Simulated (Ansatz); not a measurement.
# Mg on W(110): change of the work function

How does Mg on the hollow site change the work function of W(110) as the layer fills?

Program: Ansatz 0.2.0. Level of theory: plane-wave DFT, PBE, Ansatz PAW. Values are calculated unless marked as measured.

## 1. The starting structure

The cell holds 4 atoms: 4 W. Its edges and angles: a = 2.737 Å, b = 2.737 Å, c = 24.703 Å, α = 90.0°, β = 90.0°, γ = 70.5°. Vacuum lies along c.

## 2. The clean slab

The bare slab comes first, as the zero from which every change is counted. The two lowest layers are held at bulk places and the upper ones relax. The dipole correction removes the false field that a one-sided slab makes across the periodic vacuum, so each face gets a flat vacuum level of its own.

input.yaml reads:

```yaml
crystal:
  lattice:
    - [2.2344574285, -1.58, 0.0]
    - [2.2344574285, 1.58, 0.0]
    - [0.0, 0.0, 24.7033722856]
  atoms:
    - { symbol: W, position: [0.0, 0.0, 0.3643227287] }
    - { symbol: W, position: [0.5, 0.5, 0.4547742429] }
    - { symbol: W, position: [0.0, 0.0, 0.5452257571] }
    - { symbol: W, position: [0.5, 0.5, 0.6356772713] }
kpoints:
  mp_grid: { grid: [12, 12, 1] }
hamiltonian:
  xc: pbe
scf:
  occupations: { method: fermi_dirac, width: 0.1 }
  convergence: { dr2_threshold: 1.0e-08 }
efield:
  axis: 3
  dipole_correction: true
  ramp_position: 0.97
  ramp_width: 0.06
relax:
  f_tol: 0.02
  max_steps: 60
  constraints: [{ sites: [0, 1] }]
output:
  write_potential: true
  write_density: true
  volumetric_format: npy
```

The run is started by

```sh
$ ansatz run input.yaml --threads 4 --pin off --max-ram 16384MiB --backend cpu --events-out ev --progress --plain --runs-dir out
```

Output:

```text
Engine: ansatz 0.2.0, x86_64-unknown-linux-gnu
Pseudopotentials: kind: paw
Pseudopotential: W, paw, valence charge 14, recommended cutoff 420 eV (normal), W.paw.azcp
Functional definition: PBE
  parameter kappa = 0.804
  parameter beta = 0.066725
  exchange = pbe_x(kappa = kappa, mu = beta*pi^2/3)
  correlation = pbe_c(beta = beta)
Crystal: 4 atoms, lattice volume = 174.428 Å³
Basis set: ecut = 420 eV, 3461 PW (Γ), exchange–correlation on 40×40×360 points (8 copies of the dense FFT grid, shifted against one another)
Bands: 34, of which v1, the nominal top of the filled ones, is band 28 counted from 1 (27 counted from 0)
Symmetry: 4 space group operations
k-points: 43 of 144
Non-local potential: W, projectors of the file, l = 0: 3, l = 1: 2, l = 2: 2, l = 3: 1
PAW form: soft (Blöchl's): semilocal exchange-correlation on the pseudo side does not see the compensation charge
PAW one-centre angular grid: W, 590 points (default); XC on 64 Gauss nodes
Initial density: superposition of atomic densities (neutral atoms: chi_scale 0, normalization atom), corrected by the library's trained network
Initial wavefunctions: pseudopotential atomic-orbital guess
Functional: x = pbe(κ = 0.804, μ = 0.219515), c = pbe(β = 0.066725)
SCF iter   1: F=—  HF=-41536.547941 eV  |F-HF|=—  |Δ(HF+E_count)|=         —  Δρ=9.69e-3  dr2=1.99e0  ethr=1.77e-3  p=0.000 e·Å  D=2.38e-13 V/Å  ΔV_dip=-0.00 eV  dr2_dipole=2.75e-7  V_vac-E_F(+/−)=5.06/5.06 eV  ⟨swp⟩=7.9  Hψ=15776  notcnv=0  defer=16
efield: sawtooth ramp at fractional position 0.9700 (set: `efield.ramp_position`, or a place that a band, a saddle search or an elastic batch's reference lends), width 0.0600; the density the first Hamiltonian is built on has a dipole p = 0.000 e·Å; the dipole correction subtracts the counter field D = 2.38e-13 V/Å, which shifts the + side's vacuum level by -0.00 eV against the − side's; the planar-averaged density in the ramp window peaks in size at 1.1e-5 e/Å³
automatic band count: the SCF goes on with 40 bands, as 34 were too few: the levels above may hold too much charge
preconditioner: auto → LDOS  [metal: Δε(μ)=0.044 eV  Ē_g=6.098 eV  σ=0.100 eV  W_gap=0.11  n_scr=16 (ndim 8)  ℏωp=13.8 eV  f_vac=0.562  D(μ)=3.18/eV (n_scr^D=14)  β→1.0]
SCF iter   2: F=—  HF=-41536.463458 eV  |F-HF|=—  |Δ(HF+E_count)|=   8.45e-2  Δρ=3.80e-3  dr2=1.53e-1  ethr=1.77e-3  p=-0.000 e·Å  D=-1.41e-5 V/Å  ΔV_dip=0.00 eV  dr2_dipole=9.43e-8  V_vac-E_F(+/−)=4.91/4.91 eV  ⟨swp⟩=2.0  Hψ=2409  notcnv=0  defer=46
SCF iter   3: F=—  HF=-41536.454053 eV  |F-HF|=—  |Δ(HF+E_count)|=   9.40e-3  Δρ=7.33e-4  dr2=4.77e-3  ethr=2.73e-4  p=-0.000 e·Å  D=-5.83e-6 V/Å  ΔV_dip=0.00 eV  dr2_dipole=2.38e-8  V_vac-E_F(+/−)=4.90/4.90 eV  ⟨swp⟩=1.9  Hψ=2195  notcnv=0  defer=48
SCF iter   4: F=—  HF=-41536.453645 eV  |F-HF|=—  |Δ(HF+E_count)|=   4.08e-4  Δρ=2.26e-4  dr2=2.83e-4  ethr=8.51e-6  p=-0.000 e·Å  D=-2.80e-6 V/Å  ΔV_dip=0.00 eV  dr2_dipole=3.78e-9  V_vac-E_F(+/−)=4.90/4.90 eV  ⟨swp⟩=2.2  Hψ=2210  notcnv=0  defer=48
SCF iter   5: F=—  HF=-41536.453617 eV  |F-HF|=—  |Δ(HF+E_count)|=   2.83e-5  Δρ=8.21e-5  dr2=9.88e-6  ethr=5.05e-7  p=-0.000 e·Å  D=-1.58e-6 V/Å  ΔV_dip=0.00 eV  dr2_dipole=4.14e-10  V_vac-E_F(+/−)=4.90/4.90 eV  ⟨swp⟩=2.8  Hψ=2489  notcnv=0  defer=48
SCF iter   6: F=—  HF=-41536.453677 eV  |F-HF|=—  |Δ(HF+E_count)|=   6.00e-5  Δρ=1.85e-5  dr2=1.78e-6  ethr=1.76e-8  p=-0.000 e·Å  D=-3.86e-7 V/Å  ΔV_dip=0.00 eV  dr2_dipole=1.14e-13  V_vac-E_F(+/−)=4.90/4.90 eV  ⟨swp⟩=3.0  Hψ=2816  notcnv=0  defer=46
SCF iter   7: F=—  HF=-41536.453677 eV  |F-HF|=—  |Δ(HF+E_count)|=   1.78e-7  Δρ=5.89e-6  dr2=9.95e-8  ethr=3.18e-9  p=-0.000 e·Å  D=-1.01e-7 V/Å  ΔV_dip=0.00 eV  dr2_dipole=5.37e-13  V_vac-E_F(+/−)=4.90/4.90 eV  ⟨swp⟩=2.1  Hψ=2209  notcnv=0  defer=46
SCF iter   8: F=—  HF=-41536.453677 eV  |F-HF|=—  |Δ(HF+E_count)|=   1.72e-7  Δρ=2.08e-6  dr2=1.13e-8  ethr=1.79e-11  p=-0.000 e·Å  D=-5.36e-8 V/Å  ΔV_dip=0.00 eV  dr2_dipole=2.43e-13  V_vac-E_F(+/−)=4.90/4.90 eV  ⟨swp⟩=12.3  Hψ=12531  notcnv=0
SCF iter   9: F=-41536.453677 eV  HF=-41536.453677 eV  |F-HF|=2.94e-9  |Δ(HF+E_count)|=   2.50e-9  Δρ=6.34e-7  dr2=1.01e-9  ethr=1.79e-11  p=-0.000 e·Å  D=-1.42e-8 V/Å  ΔV_dip=0.00 eV  dr2_dipole=1.95e-17  V_vac-E_F(+/−)=4.90/4.90 eV  ⟨swp⟩=10.8  Hψ=10717  notcnv=0
SCF 1 converged in 9 iterations: F = -41536.453677 eV  dr2 = 1.01e-9
  greatest PAW one-centre occupation: 1.000 electrons in one spin orbital (limit 2), on the W atom at site 0 (counted from 0), in its partial waves of l = 0
relax step   1: F+E_penalty+E_count = -41536.45367728 eV  Δ(F+E_penalty+E_count) = +0.000e0 eV  max|allowed force component| = 6.535e-1 eV/Å  Δτ_max = 0.0000 Å  (9 SCF iters, accepted)
Bands: 40, of which v1, the nominal top of the filled ones, is band 28 counted from 1 (27 counted from 0)
Initial density: handed on by an earlier stage of this run
Initial wavefunctions: those handed on with the density
iter 1 solved again at ethr=9.58e-4 eV; its pass at ethr=3.10e-3 eV (dr2=5.36e-1 eV) is discarded
SCF iter   1: F=—  HF=-41536.451068 eV  |F-HF|=—  |Δ(HF+E_count)|=         —  Δρ=7.55e-3  dr2=5.51e-1  ethr=9.58e-4  p=-0.000 e·Å  D=-4.96e-7 V/Å  ΔV_dip=0.00 eV  dr2_dipole=8.25e-2  V_vac-E_F(+/−)=4.92/4.92 eV  ⟨swp⟩=1.6  Hψ=6453  notcnv=0  defer=49
efield: sawtooth ramp at fractional position 0.9700 (set: `efield.ramp_position`, or a place that a band, a saddle search or an elastic batch's reference lends), width 0.0600; the density the first Hamiltonian is built on has a dipole p = -0.000 e·Å; the dipole correction subtracts the counter field D = -4.96e-7 V/Å, which shifts the + side's vacuum level by +0.00 eV against the − side's; the planar-averaged density in the ramp window peaks in size at 4.2e-6 e/Å³
preconditioner: auto → LDOS  [metal: Δε(μ)=0.008 eV  Ē_g=6.108 eV  σ=0.100 eV  W_gap=0.02  n_scr=16 (ndim 8)  ℏωp=13.8 eV  f_vac=0.561  D(μ)=3.03/eV (n_scr^D=12)  β→1.0]
SCF iter   2: F=—  HF=-41536.439070 eV  |F-HF|=—  |Δ(HF+E_count)|=   1.20e-2  Δρ=5.12e-3  dr2=1.98e-1  ethr=9.58e-4  p=0.007 e·Å  D=7.37e-3 V/Å  ΔV_dip=-0.18 eV  dr2_dipole=2.51e-3  V_vac-E_F(+/−)=4.72/4.90 eV  ⟨swp⟩=2.7  Hψ=2768  notcnv=0  defer=49
SCF iter   3: F=—  HF=-41536.411548 eV  |F-HF|=—  |Δ(HF+E_count)|=   2.75e-2  Δρ=1.14e-3  dr2=8.40e-3  ethr=3.53e-4  p=0.005 e·Å  D=5.11e-3 V/Å  ΔV_dip=-0.13 eV  dr2_dipole=6.86e-5  V_vac-E_F(+/−)=4.79/4.91 eV  ⟨swp⟩=2.4  Hψ=2949  notcnv=0  defer=49
[...]
SCF iter   3: F=—  HF=-41536.467262 eV  |F-HF|=—  |Δ(HF+E_count)|=   1.04e-2  Δρ=8.47e-4  dr2=5.12e-3  ethr=1.42e-4  p=0.004 e·Å  D=4.30e-3 V/Å  ΔV_dip=-0.11 eV  dr2_dipole=4.39e-5  V_vac-E_F(+/−)=4.79/4.90 eV  ⟨swp⟩=2.6  Hψ=3087  notcnv=0  defer=49
SCF iter   4: F=—  HF=-41536.466244 eV  |F-HF|=—  |Δ(HF+E_count)|=   1.02e-3  Δρ=1.79e-4  dr2=1.18e-4  ethr=9.14e-6  p=0.004 e·Å  D=3.68e-3 V/Å  ΔV_dip=-0.09 eV  dr2_dipole=5.75e-7  V_vac-E_F(+/−)=4.81/4.90 eV  ⟨swp⟩=2.5  Hψ=2483  notcnv=0  defer=49
SCF iter   5: F=—  HF=-41536.466261 eV  |F-HF|=—  |Δ(HF+E_count)|=   1.70e-5  Δρ=5.43e-5  dr2=8.97e-6  ethr=2.11e-7  p=0.003 e·Å  D=3.19e-3 V/Å  ΔV_dip=-0.08 eV  dr2_dipole=8.64e-7  V_vac-E_F(+/−)=4.82/4.90 eV  ⟨swp⟩=2.2  Hψ=2723  notcnv=0  defer=49
SCF iter   6: F=—  HF=-41536.466316 eV  |F-HF|=—  |Δ(HF+E_count)|=   5.47e-5  Δρ=1.68e-5  dr2=2.41e-6  ethr=1.60e-8  p=0.003 e·Å  D=2.93e-3 V/Å  ΔV_dip=-0.07 eV  dr2_dipole=2.52e-8  V_vac-E_F(+/−)=4.83/4.90 eV  ⟨swp⟩=2.8  Hψ=3011  notcnv=0  defer=49
SCF iter   7: F=—  HF=-41536.466316 eV  |F-HF|=—  |Δ(HF+E_count)|=   9.84e-8  Δρ=6.68e-6  dr2=1.22e-7  ethr=4.30e-9  p=0.003 e·Å  D=2.81e-3 V/Å  ΔV_dip=-0.07 eV  dr2_dipole=1.59e-9  V_vac-E_F(+/−)=4.83/4.90 eV  ⟨swp⟩=2.0  Hψ=2145  notcnv=0  defer=49
SCF iter   8: F=—  HF=-41536.466316 eV  |F-HF|=—  |Δ(HF+E_count)|=   1.35e-7  Δρ=2.67e-6  dr2=2.96e-8  ethr=2.18e-10  p=0.003 e·Å  D=2.77e-3 V/Å  ΔV_dip=-0.07 eV  dr2_dipole=7.82e-10  V_vac-E_F(+/−)=4.83/4.90 eV  ⟨swp⟩=3.0  Hψ=3077  notcnv=0  defer=49
SCF iter   9: F=-41536.466316 eV  HF=-41536.466316 eV  |F-HF|=3.67e-9  |Δ(HF+E_count)|=   1.99e-8  Δρ=7.34e-7  dr2=1.32e-9  ethr=1.79e-11  p=0.003 e·Å  D=2.76e-3 V/Å  ΔV_dip=-0.07 eV  dr2_dipole=5.70e-13  V_vac-E_F(+/−)=4.83/4.90 eV  ⟨swp⟩=11.2  Hψ=11238  notcnv=0
SCF 3 converged in 9 iterations: F = -41536.466316 eV  dr2 = 1.32e-9
relax step   3: F+E_penalty+E_count = -41536.46631625 eV  Δ(F+E_penalty+E_count) = -1.264e-2 eV  max|allowed force component| = 9.000e-2 eV/Å  Δτ_max = 0.0345 Å  (9 SCF iters, accepted)
SCF iter   1: F=—  HF=-41536.467006 eV  |F-HF|=—  |Δ(HF+E_count)|=         —  Δρ=7.95e-4  dr2=4.51e-3  ethr=1.73e-4  p=0.003 e·Å  D=2.76e-3 V/Å  ΔV_dip=-0.07 eV  dr2_dipole=5.29e-4  V_vac-E_F(+/−)=4.83/4.90 eV  ⟨swp⟩=2.1  Hψ=2956  notcnv=0  defer=49
efield: sawtooth ramp at fractional position 0.9700 (set: `efield.ramp_position`, or a place that a band, a saddle search or an elastic batch's reference lends), width 0.0600; the density the first Hamiltonian is built on has a dipole p = 0.003 e·Å; the dipole correction subtracts the counter field D = 2.76e-3 V/Å, which shifts the + side's vacuum level by -0.07 eV against the − side's; the planar-averaged density in the ramp window peaks in size at 2.5e-6 e/Å³
preconditioner: auto → LDOS  [metal: Δε(μ)=0.042 eV  Ē_g=6.069 eV  σ=0.100 eV  W_gap=0.10  n_scr=16 (ndim 8)  ℏωp=13.8 eV  f_vac=0.561  D(μ)=3.08/eV (n_scr^D=14)  β→1.0]
SCF iter   2: F=—  HF=-41536.466781 eV  |F-HF|=—  |Δ(HF+E_count)|=   2.25e-4  Δρ=3.58e-4  dr2=1.22e-3  ethr=8.05e-6  p=0.002 e·Å  D=2.05e-3 V/Å  ΔV_dip=-0.05 eV  dr2_dipole=4.65e-5  V_vac-E_F(+/−)=4.85/4.90 eV  ⟨swp⟩=2.0  Hψ=2582  notcnv=0  defer=49
SCF iter   3: F=—  HF=-41536.466695 eV  |F-HF|=—  |Δ(HF+E_count)|=   8.52e-5  Δρ=1.37e-4  dr2=1.44e-4  ethr=2.17e-6  p=0.002 e·Å  D=2.31e-3 V/Å  ΔV_dip=-0.06 eV  dr2_dipole=1.26e-5  V_vac-E_F(+/−)=4.84/4.90 eV  ⟨swp⟩=2.0  Hψ=2277  notcnv=0  defer=49
SCF iter   4: F=—  HF=-41536.466675 eV  |F-HF|=—  |Δ(HF+E_count)|=   2.02e-5  Δρ=3.26e-5  dr2=6.82e-6  ethr=2.57e-7  p=0.002 e·Å  D=2.20e-3 V/Å  ΔV_dip=-0.05 eV  dr2_dipole=8.20e-7  V_vac-E_F(+/−)=4.84/4.90 eV  ⟨swp⟩=3.4  Hψ=3095  notcnv=0  defer=49
SCF iter   5: F=—  HF=-41536.466723 eV  |F-HF|=—  |Δ(HF+E_count)|=   4.76e-5  Δρ=1.10e-5  dr2=2.53e-7  ethr=1.22e-8  p=0.002 e·Å  D=2.19e-3 V/Å  ΔV_dip=-0.05 eV  dr2_dipole=5.37e-9  V_vac-E_F(+/−)=4.84/4.90 eV  ⟨swp⟩=2.5  Hψ=2375  notcnv=0  defer=49
SCF iter   6: F=—  HF=-41536.466723 eV  |F-HF|=—  |Δ(HF+E_count)|=   2.64e-7  Δρ=4.54e-6  dr2=3.52e-8  ethr=4.52e-10  p=0.002 e·Å  D=2.20e-3 V/Å  ΔV_dip=-0.05 eV  dr2_dipole=1.71e-10  V_vac-E_F(+/−)=4.84/4.90 eV  ⟨swp⟩=2.8  Hψ=3007  notcnv=0  defer=49
SCF iter   7: F=-41536.466723 eV  HF=-41536.466723 eV  |F-HF|=5.68e-9  |Δ(HF+E_count)|=   7.87e-8  Δρ=1.73e-6  dr2=9.39e-9  ethr=1.79e-11  p=0.002 e·Å  D=2.20e-3 V/Å  ΔV_dip=-0.05 eV  dr2_dipole=1.08e-12  V_vac-E_F(+/−)=4.84/4.90 eV  ⟨swp⟩=11.5  Hψ=11405  notcnv=0
SCF 4 converged in 7 iterations: F = -41536.466723 eV  dr2 = 9.39e-9
relax step   4: F+E_penalty+E_count = -41536.46672319 eV  Δ(F+E_penalty+E_count) = -4.069e-4 eV  max|allowed force component| = 1.129e-2 eV/Å  Δτ_max = 0.0139 Å  (7 SCF iters, accepted)
NSCF: frozen V_eff on 43 k-points
the band table was solved once a step of the walk had ended and its energy, with any forces and stress, was formed, with the checks that follow a solve (9077 applications of the Hamiltonian). They found nothing against the state; the energy, forces and stress were not computed again (output.eigenvalues in the input reference)
WARN: The output density's exchange-correlation potential varies sharply where the density is thin. Do not read a vacuum level from v_tot or v_xc, or from such a field of the output density. On a cell that repeats whose density bears no net charge and no dipole along the vacuum's axis use v_es (v_loc + v_h of the components); under efield.dipole_correction with no amplitude use v_es + v_field, which holds any externa [...]
SCF converged after 7 iterations
Free energy (F): -41536.466723 eV
Harris-Foulkes:  -41536.466723 eV  (|F-HF|=5.68e-9)
Internal energy: -41536.366955 eV  (E = F + TS)
E sigma→0 (E₀):  -41536.416839 eV
Entropy (-TS):   -0.099768 eV (-24.942 meV/atom)
Fermi energy:    5.203880 eV
Dipole field:    D = 0.002197 V/Å  (p = 0.002118 e·Å, saw-weighted, corrected)
Work function:   Φ+ = 4.8447 eV   Φ− = 4.8989 eV
Levels:          The Fermi level and band energies are counted from a zero that moves with the ramp; work functions are not
--- Per-component energies (eV) ---
  E_band       = -1291.057246
  E_kinetic    = 1792.505387
  E_local      = -71121.558173  (includes V_loc(G=0)·N_el)
  E_nonlocal   = 4.576205
  E_hartree    = 34741.224917
  E_xc         = -1063.352008
  E_vxc        = -949.335306  (∫ρ·V_xc dr)
  E_paw        = -34249.938995  (= ΣΔE_a)
  E_vpaw       = -499.704009  (= ΣTr[D̂ρ^β])
  E_aug_tail   = -0.000235  (compensation charges beyond the density's cutoff)
  E_efield     = 0.000002  (sawtooth field / dipole correction)
  E_vefield    = -0.001025  (∫n·V_field dr)
  E_ewald      = 28360.175944
  E_smearing   = -0.099768  (= −TS)
  E_closure    = 0.000000  (closes the sum)
  Σ components = -41536.466723   (vs F -41536.466723, Δ=0.00e0)
--- Forces (eV/Å), atoms counted from 1 ---
  atom   1  W      0.00000000     0.00000000     0.36117693
  atom   2  W      0.00000000    -0.00000000    -0.34159744
  atom   3  W      0.00000000    -0.00000000    -0.00830038
  atom   4  W      0.00000000    -0.00000000    -0.01129443
  max |Σ_I F_I| component: 1.53e-5 eV/Å
--- Band table (eV; the first three rows and the last of 43) ---
  k-point 0: bands = [... 24 lower, 3.7540, 3.7892, 3.9762, 4.5401, 4.8127, 5.7605, 6.0199, 6.9297, ... 8 higher]
  k-point 1: bands = [... 24 lower, 3.5720, 3.7614, 4.1231, 4.4811, 4.8136, 5.3411, 6.2452, 6.7515, ... 8 higher]
  k-point 2: bands = [... 24 lower, 3.3977, 3.5331, 3.9616, 4.3822, 4.9156, 5.2947, 6.6226, 6.6532, ... 8 higher]
  k-point 42: bands = [... 24 lower, 3.7933, 5.7375, 5.8442, 6.2645, 6.3571, 6.8712, 7.2505, 8.8378, ... 8 higher]
--- Relaxed structure (4 steps of the walk, 3 accepted, 0 SCFs on fresh bases) ---
  F+E_penalty+E_count = -41536.46672319 eV   max|allowed force component| = 1.129e-2 eV/Å
  atoms:
    - { symbol: W, position: [0.0, 0.0, 0.3643227287] }
    - { symbol: W, position: [0.5, 0.5, 0.4547742429] }
    - { symbol: W, position: [-6.653930e-19, 6.653930e-19, 0.546759] }
    - { symbol: W, position: [0.5, 0.5, 0.635499] }
```

Elapsed: 17 s, on 4 threads of AMD EPYC 9R14 (Zen 4), shared host; peak memory 0.67 GiB.

Relaxation path:

| step | energy less that of the first step (eV) | largest force component (eV/Å) |
| --- | --- | --- |
| 1 | 0.0000 | 0.6535 |
| 2 | 0.0440 | 1.3654 |
| 3 | -0.0126 | 0.0900 |
| 4 | -0.0130 | 0.0113 |

Relaxation step 2 was tried and not accepted.

The run keeps the 4 symmetry operations that the program found, so distortions that break them were not tested.

The atoms that moved most (Å):

| atom | dx | dy | dz | length |
| --- | --- | --- | --- | --- |
| W3 | 0.000 | 0.000 | 0.038 | 0.038 |

Final coordinates:

```xyz
4
Lattice="2.2345 -1.5800 0.0000 2.2345 1.5800 0.0000 0.0000 0.0000 24.7034" Properties=species:S:1:pos:R:3
W     0.0000    0.0000    9.0000
W     2.2345    0.0000   11.2345
W     0.0000    0.0000   13.5068
W     2.2345    0.0000   15.6990
```

Numbers from this step:

```
energy at zero smearing        : -41536.4168 eV
work function, upper face      : 4.845 eV
work function, lower face      : 4.899 eV
dipole along the normal        : 0.002118 e·Å
step between the vacuum levels : -0.05428 eV
```

Running mean over 2.234 Å of the planar mean; the ramp of the sawtooth is left out. Electron's electrostatic potential energy less the Fermi level against z:

| z (Å) | electron's electrostatic potential energy less the Fermi level (eV) |
| --- | --- |
| 4 | 4.90 |
| 5 | 4.89 |
| 6 | 4.75 |
| 7 | 3.30 |
| 8 | -5.75 |
| 9 | -12.2 |
| 10 | -12.6 |
| 11 | -12.7 |
| 12 | -12.5 |
| 13 | -12.6 |
| 14 | -13.0 |
| 15 | -12.9 |
| 16 | -11.5 |
| 17 | -2.27 |
| 18 | 4.06 |
| 19 | 4.78 |
| 20 | 4.84 |
| 21 | 4.84 |

The relaxation took 4 steps and lowered the energy by 0.013 eV; the largest force on the free atoms ends at 0.011 eV/Å.

The work function of the upper face is 4.84 eV.

(Part 1 of 4 ends here.)

[Long decimals in the printed logs are rounded to 6 places.]

[Logs are printed without paths, hosts, clocks, repeated set-up lines and the standing remarks that a program may print on its own settings, such as how far it seeks lower states.]

[Hosts, paths, dates, database ids (printed as entryN), source tags and the programs' standing remarks are cut or masked in the printed files.]

[Maps of the electrostatic potential energy from Ansatz leave out the sawtooth potential of an applied field or a dipole correction, so their vacuum need not be flat; planar profiles and work functions include it.]
